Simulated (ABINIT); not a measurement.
An input for ABINIT 10.8.3 (MgO (Fm-3m)):

```
acell 3*1.0 Angstrom
rprim 
  -0.000000000000 2.097001392700 2.097001392700
  2.097001392700 -0.000000000000 2.097001392700
  2.097001392700 2.097001392700 -0.000000000000
ntypat 2
znucl 12 8
natom 2
typat 1 2
xred 
  0.000000000000 0.000000000000 0.000000000000
  0.500000000000 0.500000000000 0.500000000000
pp_dirpath "pseudos"
pseudos "Mg.upf, O.upf"
ecut 48
ngkpt 8 8 8
nshiftk 1
shiftk 0 0 0
kptopt 1
chksymbreak 0
nband 13
occopt 1
tolvrs 1e-10
nstep 60
prtwf 0
optforces 0
optstress 0
indata_prefix "in"
outdata_prefix "out"
tmpdata_prefix "tmp"
```

```sh
OMP_NUM_THREADS=1 mpirun -n 4 abinit run.abi > log
```

Question: Estimate wall time and host memory on 4 MPI ranks of Arm Neoverse N1, shared host.

It took 16 s; on shared hardware allow 8.2 s to 33 s. Peak host memory was 0.28 GiB.

[Paths, hosts, dates, memory and timing lines, banners, echoed tables and standing remarks are left out of the program output.]

[Logs are printed without paths, hosts, clocks, repeated set-up lines and the standing remarks that a program may print on its own settings, such as how far it seeks lower states.]

[Runs of the session that timed out or met a known fault of the program may be left out.]

[Hosts, paths, dates, database ids (printed as entryN), source tags and the programs' standing remarks are cut or masked in the printed files.]

[G0W0 gaps are taken among the corrected bands and points alone; a level outside them can change the order at an edge.]

[Where Ansatz stands beside ABINIT at settings called matched, ABINIT's density can come from a denser mesh and the files from another edition; pairs whose starting gaps differed by over 0.03 eV were left out, so agreement reads better than it is.]
